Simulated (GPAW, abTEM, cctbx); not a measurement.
## (ScN)3(ZrN)3: the scripts behind a bonding study

Short scripts, each with its output. The cell is a (ScN)3(ZrN)3 superlattice along [001] of the rock-salt type, started at the mean lattice constant and relaxed freely, with no substrate.

### 1. Relax the structure

```text
cell
1.0
     3.224406922    0.000000000    0.000000000
     0.000000000    3.224406922    0.000000000
     0.000000000    0.000000000   13.680000000
Sc N Zr
3 6 3
Direct
0.000000000 0.000000000 0.833333333
0.500000000 0.500000000 0.000000000
0.000000000 0.000000000 0.166666667
0.500000000 0.500000000 0.833333333
0.000000000 0.000000000 0.000000000
0.500000000 0.500000000 0.166666667
0.000000000 0.000000000 0.333333333
0.500000000 0.500000000 0.500000000
0.000000000 0.000000000 0.666666667
0.500000000 0.500000000 0.333333333
0.000000000 0.000000000 0.500000000
0.500000000 0.500000000 0.666666667
```

```python
from ase.constraints import FixSymmetry
from ase.filters import FrechetCellFilter
from ase.io import read, write
from ase.optimize import BFGS
from ase.parallel import parprint
from gpaw import GPAW, PW, FermiDirac

atoms = read("start.vasp")
atoms.set_constraint(FixSymmetry(atoms))
atoms.calc = GPAW(mode=PW(900), xc="PBE", kpts={"size": (7, 7, 2), "gamma": True},
                 occupations=FermiDirac(0.05), maxiter=120, symmetry={"tolerance": 1e-5}, txt="relax.txt")
BFGS(FrechetCellFilter(atoms), maxstep=0.15).run(fmax=0.03, steps=50)
parprint("cell  %.4f %.4f %.4f  %.2f %.2f %.2f" % tuple(atoms.cell.cellpar()))
parprint("volume %.3f A^3, largest force %.3f eV/A, largest stress %.2f GPa" % (atoms.get_volume(), abs(atoms.get_forces()).max(), 160.218 * abs(atoms.get_stress()).max()))
atoms.set_constraint()
write("relaxed.vasp", atoms, direct=True)
```

```console
$ OMP_NUM_THREADS=1 mpirun -n 4 gpaw python run.py > gpaw.log
```

```text
      Step        Energy          fmax
BFGS:    0     -109.298825        0.679276
BFGS:    1     -109.325702        0.534132
BFGS:    2     -109.373483        0.391865
BFGS:    3     -109.378378        0.300737
BFGS:    4     -109.392690        0.122251
BFGS:    5     -109.395978        0.089342
BFGS:    6     -109.396661        0.065306
BFGS:    7     -109.396845        0.058759
BFGS:    8     -109.397138        0.044818
BFGS:    9     -109.397257        0.034562
BFGS:   10     -109.397314        0.027935
cell  3.2155 3.2155 13.6347  90.00 90.00 90.00
volume 140.975 A^3, largest force 0.020 eV/A, largest stress 0.38 GPa
```

Time: 19 min on 4 cores of Arm Neoverse V1 (shared host), peak memory 1.9 GiB.

### 2. Build the all-electron density and subtract free atoms

```text
cell
1.0
     3.215502570    0.000000000    0.000000000
     0.000000000    3.215502570    0.000000000
     0.000000000    0.000000000   13.634673800
Zr Sc N
3 3 6
Direct
0.500000000 0.500000000 0.328700590
0.000000000 0.000000000 0.500000000
0.500000000 0.500000000 0.671299410
0.000000000 0.000000000 0.838216990
0.500000000 0.500000000 0.000000000
0.000000000 0.000000000 0.161783010
0.500000000 0.500000000 0.834461700
0.000000000 0.000000000 0.000000000
0.500000000 0.500000000 0.165538300
0.000000000 0.000000000 0.329597060
0.500000000 0.500000000 0.500000000
0.000000000 0.000000000 0.670402940
```

```python
import numpy as np
from ase.io import read
from ase.units import Bohr
from gpaw import GPAW, PW, FermiDirac
from gpaw.calculator import GPAW as OldGPAW
from gpaw.mpi import serial_comm, world
from scipy.special import erfc
from scipy.spatial import cKDTree

atoms = read("cell.vasp")
atoms.calc = GPAW(mode=PW(550), xc="PBE", kpts={"size": (8, 8, 2), "gamma": True},
                 occupations=FermiDirac(0.05), maxiter=120, symmetry={"tolerance": 1e-5}, txt="scf.txt")
atoms.get_potential_energy()
rho = atoms.calc.get_all_electron_density(gridrefinement=2)
moments = atoms.get_magnetic_moments() if atoms.calc.get_number_of_spins() == 2 else np.zeros(len(atoms))
total = atoms.get_magnetic_moment() if moments.any() else 0.0
if world.rank == 0:
    free = OldGPAW(mode=PW(550), xc="PBE", txt=None, communicator=serial_comm)
    neutral = atoms.copy()
    neutral.set_initial_magnetic_moments(None)
    free.initialize(neutral)
    free.set_positions(neutral)
    drho = rho - free.get_all_electron_density(gridrefinement=2)
    # GPAW starts from confined atoms: exchange their smooth part for that of the datasets' free atoms
    h = np.stack(np.meshgrid(*[np.fft.fftfreq(n, 1 / n) for n in drho.shape], indexing="ij"), -1)
    gabs = np.linalg.norm(h @ atoms.cell.reciprocal(), axis=-1)
    tails = np.fft.fftn(free.get_pseudo_density(gridrefinement=2))
    g, form, v0 = np.linspace(0, gabs.max(), 1500), {}, 0
    for e in set(atoms.symbols):
        idx = atoms.symbols.search(e)
        d = free.setups[idx[0]].data
        r, w = d.rgd.r_g * Bohr, d.rgd.r_g**2 * d.rgd.dr_g
        j0 = np.sinc(2 * g[:, None] * r)
        smooth = sum(f * p**2 for f, p in zip(d.f_j, d.phit_jg)) + np.sqrt(4 * np.pi) * d.nct_g
        full = sum(f * p**2 for f, p in zip(d.f_j, d.phi_jg)) + np.sqrt(4 * np.pi) * d.nc_g
        phase = sum(np.exp(-2j * np.pi * h @ s) for s in atoms.get_scaled_positions()[idx])
        tails -= np.interp(gabs, g, j0 @ (smooth * w)) * phase * drho.size / atoms.get_volume()
        form[e] = j0 @ (full * w)
        v0 += 2 * np.pi / 3 * 14.3996 * (full * w * r**2).sum() * len(idx)  # V A^3
    tails *= 0.5 * erfc((gabs - 1.8) / 0.25)  # the tails differ at long wavelengths alone
    drho += np.fft.ifftn(tails).real  # crystal minus superposed spherical free atoms
    np.save("drho.npy", drho)
    dv = atoms.get_volume() / drho.size
    print("grid", drho.shape, " electrons %.3f" % (rho.sum() * dv), " moved by bonding %.3f e" % (abs(drho).sum() * dv / 2))
    pts = np.indices(drho.shape).reshape(3, -1).T / drho.shape @ atoms.cell
    shifts = (np.indices((3, 3, 3)).reshape(3, -1).T - 1) @ atoms.cell
    images = (atoms.positions[None] + shifts[:, None]).reshape(-1, 3)
    dist, idx = cKDTree(images).query(pts, k=4)
    out = drho.ravel()[dist[:, 0] > 0.5]
    print("deformation density beyond 0.5 A of the nuclei: max %.3f, min %.3f e/A^3" % (out.max(), out.min()))
    tie = dist < dist[:, :1] + 1e-4
    q = -np.bincount((idx % len(atoms))[tie], (drho.ravel()[:, None] / tie.sum(1, keepdims=True) * tie)[tie], len(atoms)) * dv
    print("atom        x       y       z   Voronoi charge  moment")
    for a, s, c, m in zip(atoms, atoms.get_scaled_positions(), q, moments):
        print("%-2s%-3d %7.4f %7.4f %7.4f %10.3f %10.2f" % (a.symbol, a.index + 1, *s, c, m))
    np.savez("free.npz", g=g, **form)
    print("mean inner potential of superposed free atoms %.3f V" % (v0 / atoms.get_volume()))
    print("total magnetic moment %.3f muB" % total)
```

```console
$ OMP_NUM_THREADS=1 mpirun -n 4 gpaw python run.py > gpaw.log
```

```text
grid (36, 36, 150)  electrons 225.000  moved by bonding 3.106 e
deformation density beyond 0.5 A of the nuclei: max 0.169, min -0.082 e/A^3
atom        x       y       z   Voronoi charge  moment
Zr1    0.5000  0.5000  0.3287      0.458       0.00
Zr2    0.0000  0.0000  0.5000      0.415       0.00
Zr3    0.5000  0.5000  0.6713      0.458       0.00
Sc4    0.0000  0.0000  0.8382      0.403       0.00
Sc5    0.5000  0.5000  0.0000      0.425       0.00
Sc6    0.0000  0.0000  0.1618      0.403       0.00
N 7    0.5000  0.5000  0.8345     -0.436       0.00
N 8    0.0000  0.0000  0.0000     -0.446       0.00
N 9    0.5000  0.5000  0.1655     -0.436       0.00
N 10   0.0000  0.0000  0.3296     -0.409       0.00
N 11   0.5000  0.5000  0.5000     -0.425       0.00
N 12   0.0000  0.0000  0.6704     -0.409       0.00
mean inner potential of superposed free atoms 25.557 V
total magnetic moment 0.000 muB
```

Time: 2.2 min.

### 3. Fourier-transform the difference

```python
from cctbx import adptbx, crystal, miller, xray
from cctbx.eltbx import tiny_pse
import numpy as np

cs = crystal.symmetry(unit_cell=(3.2155, 3.2155, 13.6347, 90, 90, 90), space_group_symbol='Hall: -P 4 2')  # P4/mmm
atoms = [  # label, site, U (iso, or U11 U22 U33 U12 U13 U23 in A^2), occupancy
    ("Zr1", (0.5, 0.5, 0.3287), 0.0000, 1),
    ("Zr2", (0, 0, 0.5), 0.0000, 1),
    ("Sc1", (0, 0, 0.83822), 0.0000, 1),
    ("Sc2", (0.5, 0.5, 0), 0.0000, 1),
    ("N1", (0.5, 0.5, 0.83446), 0.0000, 1),
    ("N2", (0, 0, 0), 0.0000, 1),
    ("N3", (0, 0, 0.3296), 0.0000, 1),
    ("N4", (0.5, 0.5, 0.5), 0.0000, 1),
]
xs = xray.structure(crystal_symmetry=cs)
for label, site, u, occ in atoms:
    u = adptbx.u_cif_as_u_star(cs.unit_cell(), u) if isinstance(u, tuple) else u
    xs.add_scatterer(xray.scatterer(label, site=site, u=u, occupancy=occ))
xs.scattering_type_registry(table="wk1995")
drho = np.load("drho.npy")
T = np.array([[1, 0, 0], [0, 1, 0], [0, 0, 1]])  # conventional axes in terms of the primitive ones
dF = np.fft.ifftn(drho) * 140.97512  # electrons a conventional cell, indexed by primitive hkl
ms = miller.build_set(cs, anomalous_flag=False, d_min=0.9).sort("resolution")
iam = ms.structure_factors_from_scatterers(xs, algorithm="direct").f_calc()
p1 = xs.expand_to_p1()
z = np.array([tiny_pse.table(sc.scattering_type).atomic_number() for sc in p1.scatterers()])
x = np.array(p1.sites_frac())
free = np.load("free.npz")
print("static structure factors of the conventional cell: F in electrons, V (Mott-Bethe) in volts")
print("   h  k  l      d  |F| table  |F| free   |F| DFT   change   |V| free  |V| DFT  change %")
for h, d, table in list(zip(ms.indices(), ms.d_spacings().data(), iam.data()))[:16]:
    df = dF[tuple(np.rint(np.linalg.solve(T, h)).astype(int))]
    phase = np.exp(2j * np.pi * x @ h)
    f = sum(np.interp(1 / d, free["g"], free[sc.scattering_type]) * p for sc, p in zip(p1.scatterers(), phase))
    fz = (z * phase).sum()
    c = 14.3996 * d * d / (np.pi * cs.unit_cell().volume())
    v0, v1 = abs(fz - f) * c, abs(fz - f - df) * c
    print("%4d%3d%3d %7.4f %9.3f %9.3f %9.3f %8.3f %9.3f %8.3f %8s" % (h + (d, abs(table), abs(f), abs(f + df), abs(f + df) - abs(f), v0, v1, "%.1f" % (100 * (v1 / v0 - 1)) if v0 > 0.02 else "-")))
```

```console
$ python run.py
```

```text
static structure factors of the conventional cell: F in electrons, V (Mott-Bethe) in volts
   h  k  l      d  |F| table  |F| free   |F| DFT   change   |V| free  |V| DFT  change %
   0  0  1 13.6347    34.246    34.242    34.189   -0.053     1.485    1.806     21.6
   0  0  2  6.8174     2.015     2.011     2.002   -0.010     0.105    0.119     14.1
   0  0  3  4.5449    17.679    17.687    17.633   -0.055     0.775    0.812      4.7
   0  0  4  3.4087     4.265     4.268     4.325    0.056     0.219    0.198     -9.7
   1  0  0  3.2155    16.989    17.022    16.994   -0.028     0.665    0.674      1.4
   1  0  1  3.1296     0.680     0.682     0.669   -0.013     0.014    0.018        -
   1  0  2  2.9082    37.842    37.897    37.884   -0.013     1.541    1.545      0.2
   0  0  5  2.7269    46.315    46.337    46.329   -0.009     2.152    2.154      0.1
   1  0  3  2.6250   113.024   113.007   110.871   -2.136     6.172    6.650      7.8
   1  0  4  2.3390    23.546    23.551    23.639    0.088     0.594    0.578     -2.6
   1  1  0  2.2737   160.632   160.371   161.702    1.331    10.863   10.639     -2.1
   0  0  6  2.2725   159.083   158.824   160.131    1.307    10.762   10.542     -2.0
   1  1  1  2.2427    29.201    29.191    29.094   -0.097     0.866    0.882      1.8
   1  1  2  2.1569     1.655     1.654     1.680    0.026     0.065    0.061     -6.1
   1  0  5  2.0798     2.719     2.718     2.667   -0.051     0.023    0.030     31.3
   1  1  3  2.0334    15.379    15.367    15.354   -0.013     0.467    0.469      0.4
```

Time: 0.31 s on 1 core of Arm Neoverse V1 (shared host), peak memory 0.08 GiB.

### 4. Propagate a plane wave with and without the bonding term

```python
import abtem
import numpy as np
from ase.build import make_supercell
from ase.io import read

abtem.config.set({"dask.lazy": False, "fft": "fftw", "diagnostics.progress_bar": False})
M = [[0, 1, 0], [0, 0, 1], [1, 0, 0]]  # rows: x, y and beam direction in the primitive cell's axes
unit = make_supercell(read("cell.vasp"), M)
unit.set_cell(list(unit.cell.lengths()) + [90, 90, 90], scale_atoms=True)
unit.positions[:, 2] += 0.8039  # keeps atomic planes off the slice boundaries
unit.wrap()
slab = unit * (1, 1, 192)
print(slab.get_chemical_formula(), "| box %.2f x %.2f x %.2f A" % tuple(slab.cell.lengths()))

# change of the potential by bonding, from the DFT deformation density (Poisson's equation term by term)
drho = np.load("drho.npy")
prim = read("cell.vasp")
h = np.stack(np.meshgrid(*[np.fft.fftfreq(n, 1 / n) for n in drho.shape], indexing="ij"), -1).reshape(-1, 3).astype(int)
g2 = ((h @ prim.cell.reciprocal()) ** 2).sum(1)
keep = (g2 > 0) & (g2 < 2.5**2)
shape = (92, 390, 20)
vg = np.zeros(shape, complex)
hm = h[keep] @ np.array(M).T
move = np.exp(-2j * np.pi * hm[:, 2] * (0.8039 / unit.cell[2, 2] - 0.5 / shape[2]))  # the same shift, sampled at mid-points
vg[tuple(hm.T % np.array(shape)[:, None])] = -14.3996 / np.pi * (np.fft.fftn(drho).ravel() / drho.size)[keep] / g2[keep] * move
dV = np.fft.ifftn(vg).real * vg.size
dV = dV.reshape(92, 390, 2, 10).mean(3) * unit.cell[2, 2] / 2  # V A, projected in each slice
dV = np.tile(dV.transpose(2, 0, 1), (192, 1, 1))


def build(atoms):
    p = abtem.Potential(atoms, gpts=(92, 390), slice_thickness=[slab.cell[2, 2] / 384] * 384,
                        parametrization="lobato", projection="infinite", exit_planes=32).build()
    p.array[:] += BONDING * dV
    return p


def potentials():
    yield build(slab)  # atoms at rest


for label, BONDING in (("IAM", 0.0), ("DFT", 1.0)):
    print("=====", label)
    potential = build(slab)
    print("grid", potential.gpts, "slices", potential.num_slices)
    thickness = potential.exit_thicknesses
    wave = abtem.PlaneWave(energy=300000)
    dp = np.mean([wave.multislice(p).diffraction_patterns(max_angle="valid").array for p in potentials()], axis=0)
    hkl = [(0, 0, 0), (0, 0, 1), (0, 0, 2), (0, 0, 3), (0, 1, 0), (0, 1, 1), (0, 1, 2)]
    nx, ny = dp.shape[-2:]
    print("intensity of each beam, fraction of the incident wave")
    print("  t (A)" + "".join("%9s" % " ".join(map(str, h)) for h in hkl) + "  diffuse    total")
    grid = np.zeros((nx, ny), bool)
    grid[nx // 2 % 1::1, ny // 2 % 1::1] = True
    for t, a in list(zip(thickness, dp))[1:]:
        idx = [np.rint(np.array(M) @ np.linalg.solve([[1, 0, 0], [0, 1, 0], [0, 0, 1]], h)).astype(int) for h in hkl]
        print("%7.1f" % t + "".join("%9.5f" % a[nx // 2 + i[0] * 1, ny // 2 + i[1] * 1] for i in idx) + "%9.4f%9.4f" % (a[~grid].sum(), a.sum()))
```

```console
$ python run.py
```

```text
N1152Sc576Zr576 | box 3.22 x 13.63 x 617.38 A
===== IAM
grid (92, 390) slices 384
intensity of each beam, fraction of the incident wave
  t (A)    0 0 0    0 0 1    0 0 2    0 0 3    0 1 0    0 1 1    0 1 2  diffuse    total
   51.4  0.69650  0.00269  0.00001  0.00060  0.00056  0.00000  0.00203   0.0000   0.9942
  102.9  0.53227  0.01045  0.00003  0.00186  0.00115  0.00001  0.00365   0.0000   0.9884
  154.3  0.32946  0.00805  0.00004  0.00096  0.00054  0.00001  0.00199   0.0000   0.9832
  205.8  0.10787  0.03113  0.00016  0.00479  0.00497  0.00005  0.01470   0.0000   0.9761
  257.2  0.08262  0.03478  0.00011  0.00350  0.00421  0.00005  0.01065   0.0000   0.9700
  308.7  0.10604  0.03225  0.00015  0.00313  0.00765  0.00009  0.01942   0.0000   0.9654
  360.1  0.11371  0.03889  0.00008  0.00346  0.00871  0.00015  0.02008   0.0000   0.9606
  411.6  0.21234  0.01912  0.00003  0.00210  0.00652  0.00006  0.01480   0.0000   0.9570
  463.0  0.32543  0.03223  0.00000  0.00485  0.00871  0.00013  0.02265   0.0000   0.9532
  514.5  0.27352  0.02387  0.00015  0.00375  0.00340  0.00021  0.01377   0.0000   0.9502
  565.9  0.27527  0.05608  0.00012  0.00879  0.00570  0.00056  0.02235   0.0000   0.9464
  617.4  0.18074  0.05685  0.00044  0.00461  0.00242  0.00065  0.01497   0.0000   0.9441
===== DFT
grid (92, 390) slices 384
intensity of each beam, fraction of the incident wave
  t (A)    0 0 0    0 0 1    0 0 2    0 0 3    0 1 0    0 1 1    0 1 2  diffuse    total
   51.4  0.70232  0.00292  0.00001  0.00061  0.00056  0.00000  0.00206   0.0000   0.9941
  102.9  0.56277  0.01420  0.00004  0.00204  0.00119  0.00001  0.00375   0.0000   0.9883
  154.3  0.36951  0.01242  0.00005  0.00115  0.00060  0.00000  0.00240   0.0000   0.9830
  205.8  0.15258  0.04032  0.00019  0.00549  0.00530  0.00003  0.01679   0.0000   0.9757
  257.2  0.14470  0.04494  0.00017  0.00420  0.00436  0.00005  0.01311   0.0000   0.9695
  308.7  0.14986  0.03566  0.00022  0.00341  0.00843  0.00006  0.02545   0.0000   0.9650
  360.1  0.14244  0.03520  0.00013  0.00345  0.00901  0.00008  0.02613   0.0000   0.9603
  411.6  0.27290  0.00645  0.00007  0.00076  0.00742  0.00002  0.02233   0.0000   0.9565
  463.0  0.35251  0.00685  0.00001  0.00176  0.00912  0.00009  0.03065   0.0000   0.9535
  514.5  0.35689  0.00689  0.00029  0.00218  0.00356  0.00031  0.01850   0.0000   0.9507
  565.9  0.40363  0.03280  0.00044  0.00588  0.00548  0.00063  0.02505   0.0000   0.9479
  617.4  0.25443  0.04286  0.00091  0.00378  0.00160  0.00076  0.01221   0.0000   0.9452
```

Time: 17 s.

[Outputs are excerpts: Python notices, other lines and further rows are left out; steps that failed or that the build refused (PBEsol, TPSS) are not shown.]

[Logs are printed without paths, hosts, clocks, repeated set-up lines and the standing remarks that a program may print on its own settings, such as how far it seeks lower states.]
